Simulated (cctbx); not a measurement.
# Accept or mend?

Cell a = 4.7520 Å, b = 4.7520 Å, c = 9.7870 Å, α = 90.00°, β = 90.00°, γ = 90.00°; space group I4/mmm (no. 139).

Simulated single-crystal data (cctbx): Cu Kα, λ = 1.54184 Å, to d = 0.8 Å, 95 % of the full sphere, strongest reflection 5000 counts, noise from counting, a 2 % proportional error and a noise floor of 2 counts (s.d.); no absorption.

An anisotropic refinement with weights 1/σ² prints:

```text
Rint 0.028, 88 unique reflections to 0.80 A
cycle     R1     wR2    GooF  max shift (A)
   1  0.1092  0.2030  10.864   0.00000
   2  0.0378  0.0838   4.486   0.00000
final R1 0.0378 wR2 0.0838 GooF 4.486  parameters 6  data/parameter 14.7
atom        x        y        z      Ueq    occ   su(xyz)  su(Uiso or U11)
Hg1    0.50000  0.50000  0.00000   0.0091  1.000  0.00000  0.0008
Hf1    0.50000  0.00000  0.25000   0.0002  1.000  0.00000  0.0007  NPD
Sr1    0.00000  0.00000  0.00000   0.0019  1.000  0.00000  0.0012
difference map: max 4.07 min -4.36 rms 0.68
Q1    0.0000  0.5000  0.2500    4    4.10  0.00 A from Hf1
Q2    0.0000  0.0000  0.0000    2    1.67  0.00 A from Sr1
Q3    0.0000  0.0000  0.2936    4    1.15  2.02 A from Hg1
Q4    0.0785  0.0785  0.3926   16    0.74  1.18 A from Hg1
Q5    0.0000  0.3346  0.3749   16    0.72  1.45 A from Hf1
Q6    0.0000  0.2399  0.4545   16    0.69  1.22 A from Hg1
```

**Question.** Can this result stand? If not, what is the likely fault?

Mend it. The fault: wrong element: Hg1 is Hf. Against the right model at the same level, R1 goes from 0.0087 to 0.0378 and GooF from 0.97 to 4.49, U of Hf1 shrinks from 0.0030 to 0.0002 Å², U of Hg1 swells from 0.0024 to 0.0091 Å², U of Sr1 shrinks from 0.0057 to 0.0019 Å², the top difference peak, 4.1 e/Å³, lies on Hf1, a hole of -4.4 e/Å³ opens and Hf1 goes non-positive-definite. Hg1 has 8 electrons too many and its U swells to shed them, as expected.

The compound is SrHf3. The right model at the same level gives:

```text
Rint 0.028, 88 unique reflections to 0.80 A
cycle     R1     wR2    GooF  max shift (A)
   1  0.0119  0.0278   1.490   0.00000
   2  0.0087  0.0182   0.973   0.00000
final R1 0.0087 wR2 0.0182 GooF 0.973  parameters 6  data/parameter 14.7
atom        x        y        z      Ueq    occ   su(xyz)  su(Uiso or U11)
Hf1    0.50000  0.50000  0.00000   0.0024  1.000  0.00000  0.0002
Hf2    0.50000  0.00000  0.25000   0.0030  1.000  0.00000  0.0001
Sr1    0.00000  0.00000  0.00000   0.0057  1.000  0.00000  0.0003
difference map: max 0.48 min -0.48 rms 0.14
Q1    0.1781  0.1781  0.2529   16    0.49  1.75 A from Hf2
Q2    0.0000  0.0000  0.2614    4    0.48  2.34 A from Hf1
Q3    0.0000  0.3189  0.4391   16    0.35  1.63 A from Hf1
Q4    0.1639  0.1639  0.5000    8    0.35  1.10 A from Hf1
Q5    0.0000  0.3750  0.0877   16    0.35  1.70 A from Hf2
Q6    0.0000  0.3649  0.0000    8    0.31  1.73 A from Sr1
```

The model was made for the exercise: a known structure type with other elements put in, its volume estimated, not relaxed; displacement parameters are assumed.

[Middle refinement cycles are left out of these outputs.]

[Logs are printed without paths, hosts, clocks, repeated set-up lines and the standing remarks that a program may print on its own settings, such as how far it seeks lower states.]
